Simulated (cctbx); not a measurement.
## A disordered crystal of nominal Er2Al3Zn7

Cell a = 5.5410 Å, b = 5.5410 Å, c = 14.8250 Å, α = 90.00°, β = 90.00°, γ = 120.00°; space group P6/mmm (no. 191); nominal formula Er2Al3Zn7.

Simulated single-crystal data (cctbx): synchrotron X-rays, λ = 0.6889 Å, to d = 0.6 Å, 80 % of the full sphere, strongest reflection 20000 counts, noise from counting, a 2 % proportional error and a noise floor of 8 counts (s.d.); no absorption, and some extinction, which the refinements don't model.

With every site full:

```text
Rint 0.032, 463 unique reflections to 0.60 A
cycle     R1     wR2    GooF  max shift (A)
   1  0.2230  0.4400  25.970   0.00170
   2  0.0277  0.0590   3.485   0.00001
final R1 0.0277 wR2 0.0590 GooF 3.485  parameters 22  data/parameter 21.0
atom        x        y        z      Ueq    occ   su(xyz)  su(Uiso or U11)
Er1    0.00000  0.00000  0.25937   0.0065  1.000  0.00004  0.0002
Er2    0.00000  0.00000  0.50000   0.0029  1.000  0.00000  0.0002
Er3    0.00000  0.00000  0.00000   0.0023  1.000  0.00000  0.0002
Zn2    0.50000  0.50000  0.38196   0.0045  1.000  0.00007  0.0003
Zn3    0.50000  0.50000  0.15715   0.0006  1.000  0.00006  0.0002
Zn4    0.66667  0.33333  0.00000   0.0044  1.000  0.00000  0.0004
Al1    0.33333  0.66667  0.26411   0.0047  1.000  0.00021  0.0008
Al2    0.66667  0.33333  0.50000   0.0066  1.000  0.00000  0.0011
difference map: max 4.30 min -8.57 rms 0.56
Q1    0.0000  0.0000  0.0000    1    4.30  0.00 A from Er3
Q2    0.0000  0.5000  0.1666    6    3.37  0.14 A from Zn3
Q3    0.0000  0.0000  0.5000    1    1.63  0.00 A from Er2
Q4    0.3333  0.6667  0.3207    4    1.37  0.84 A from Al1
Q5    0.0000  0.1619  0.2718   12    1.31  0.92 A from Er1
Q6    0.0000  0.0000  0.1130    2    0.99  1.68 A from Er3
```

With the occupancies of the suspect sites free, each still typed as its main element:

```text
Rint 0.032, 463 unique reflections to 0.60 A
cycle     R1     wR2    GooF  max shift (A)
   1  0.1324  0.2625  15.530   0.00040
  10  0.0124  0.0240   1.421   0.00001
final R1 0.0123 wR2 0.0240 GooF 1.418  parameters 24  data/parameter 19.3
atom        x        y        z      Ueq    occ   su(xyz)  su(Uiso or U11)
Er1    0.00000  0.00000  0.25940   0.0044  0.915  0.00002  0.0001
Er2    0.00000  0.00000  0.50000   0.0033  1.000  0.00000  0.0001
Er3    0.00000  0.00000  0.00000   0.0028  1.000  0.00000  0.0001
Zn2    0.50000  0.50000  0.38200   0.0051  1.000  0.00003  0.0001
Zn3    0.50000  0.50000  0.15723   0.0030  1.065  0.00002  0.0001
Zn4    0.66667  0.33333  0.00000   0.0051  1.000  0.00000  0.0002
Al1    0.33333  0.66667  0.26411   0.0055  1.000  0.00008  0.0003
Al2    0.66667  0.33333  0.50000   0.0072  1.000  0.00000  0.0005
su of occupancy Er1: 0.002
su of occupancy Zn3: 0.003
difference map: max 1.15 min -2.70 rms 0.32
Q1    0.0000  0.0000  0.0000    1    1.15  0.00 A from Er3
Q2    0.3333  0.6667  0.3194    4    1.11  0.82 A from Al1
Q3    0.2442  0.6221  0.3909   12    0.89  1.18 A from Zn2
Q4    0.0000  0.1729  0.2855   12    0.87  1.03 A from Er1
Q5    0.1008  0.5504  0.0000    6    0.86  1.12 A from Zn4
Q6    0.0000  0.4024  0.5000    6    0.81  1.69 A from Al2
```

**Question.** What is the disorder?

X-rays count electrons. Er1 refines to 0.915(0.002), or 62.2 electrons; the site truly holds 0.85 Er and 0.15 Zn, 62.3 electrons, which is 0.916 of Er; Zn3 refines to 1.065(0.003), or 31.9 electrons; the site truly holds 0.95 Zn and 0.05 Er, 31.9 electrons, which is 1.063 of Zn. A value under 1 can't tell vacancies from a lighter guest, and one over 1 needs a heavier guest; chemistry or a second radiation must settle which. Occupancy correlates with U and the scale, and the two elements' form factors differ in shape, so the match is approximate.

Freeing them takes R1 from 0.0277 to 0.0123 and GooF from 3.48 to 1.42.

The model is made up (kin elements in a known structure type, no relaxation), so it says nothing on whether the phase exists.

[Middle refinement cycles are left out of these outputs.]

[Logs are printed without paths, hosts, clocks, repeated set-up lines and the standing remarks that a program may print on its own settings, such as how far it seeks lower states.]
